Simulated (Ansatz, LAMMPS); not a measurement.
## Li+ triflate in dimethyl carbonate and propylene carbonate and diglyme at 350 K (217 atoms): a reference run and its variants

Density of this cell: 1.23 g/cm³. The cell holds 217 atoms: 54 C, 45 O, 98 H, 4 S, 12 F and 4 Li. Its edges and angles: a = 13.556 Å, b = 13.556 Å, c = 13.556 Å, α = 90.0°, β = 90.0°, γ = 90.0°. 2 dimethyl carbonate, 5 propylene carbonate, 4 diglyme, 4 Li+, 4 triflate placed at random, at 1.23 g/cm³; overlaps pushed apart, then 10 ps at 550 K with Joung-Cheatham ions (J. Phys. Chem. B 112, 9020 (2008)); MMFF94 bonds, angles, torsions, charges and radii (Halgren, J. Comput. Chem. 17, 490 (1996)) in harmonic and 12-6 forms; charges of ions scaled by 0.8. Snapshot after 30 ps at 350 K and fixed volume.

Geometry: as built.

Reference run: Kohn-Sham DFT, PBE+D3(BJ), PAW (set soft_2), plane waves (Ansatz 0.2.0), cutoff 750 eV, Γ point, fixed occupations.

```
r.m.s. force component                           : 1.042 eV/Å
gap (highest filled to lowest empty level) : 3.659 eV
SCF cycles                                       : 11
time                                             : 26 s on 8 threads of Intel Xeon Platinum 8488C (Sapphire Rapids), shared host
```

Q: Estimate how much each variant changes the results, and its time and memory.
- support functions medium
- support functions low
- support functions medium, spacing 0.324 Å
- support functions medium, spacing 0.27 Å
- support functions medium, spacing 0.234 Å
- support functions medium, spacing 0.207 Å
- support functions medium, spacing 0.162 Å
- support functions medium, spacing 0.144 Å

Each row is set against the run with plane waves at 750 eV (Kohn-Sham DFT, PBE+D3(BJ), PAW (set soft_2), plane waves; r.m.s. force component 1.04 eV/Å). Energies are set beside the reference only for runs with its functional, potentials and electron count. Times are for 8 threads of Intel Xeon Platinum 8488C (Sapphire Rapids), shared host.

```
                                      run  Δ force, r.m.s. (meV/Å)  share of r.m.s. force (%)  Δ energy (meV/atom)  Δ gap (eV)  cycles     time  host memory (GiB)
                                reference                        -                          -                    -           -      11     26 s                8.1
                 support functions medium                    0.712                     0.0684               -0.678      6.0e-4      17  1.9 min                7.7
                    support functions low                    0.766                     0.0736               -0.677      0.0031      15  1.7 min                7.5
support functions medium, spacing 0.324 Å                     27.1                       2.60               3.0e-4     -8.0e-4      17     44 s                4.1
 support functions medium, spacing 0.27 Å                     7.38                      0.709                -2.75      3.0e-4      17     46 s                4.3
support functions medium, spacing 0.234 Å                     1.97                      0.189                -2.05      3.0e-4      17     55 s                4.9
support functions medium, spacing 0.207 Å                    0.918                     0.0881               -0.601           0      17     81 s                6.0
support functions medium, spacing 0.162 Å                    0.681                     0.0654               -0.678      6.0e-4      17  1.8 min                7.6
support functions medium, spacing 0.144 Å                    0.794                     0.0762               -0.697      -0.001      16  2.1 min                8.5
```

Among numerical settings the force difference runs from 0.68 meV/Å (support functions medium, spacing 0.162 Å) to 27 meV/Å (support functions medium, spacing 0.324 Å). At 217 atoms the fastest of the runs at a preset level, support functions low, takes 4.0 times the time of plane waves, in 15 SCF cycles against 11. Differences between support functions and plane waves include what basis error the plane-wave run still has. As the typed spacing goes from 0.144 to 0.324 Å, the force difference goes from 0.79 to 27 meV/Å (not steadily; the least is 0.68 at 0.162 Å), and the time from 2.1 min to 44 s. 

[Logs are printed without paths, hosts, clocks, repeated set-up lines and the standing remarks that a program may print on its own settings, such as how far it seeks lower states.]

[Hosts, paths, dates, database ids (printed as entryN), source tags and the programs' standing remarks are cut or masked in the printed files.]

[The MMFF94 radii named for the starting cell were scaled by 0.96; in molecules described by MMFF94, hydrogen bound to N, O or S took a small fixed 12-6 site in their place.]
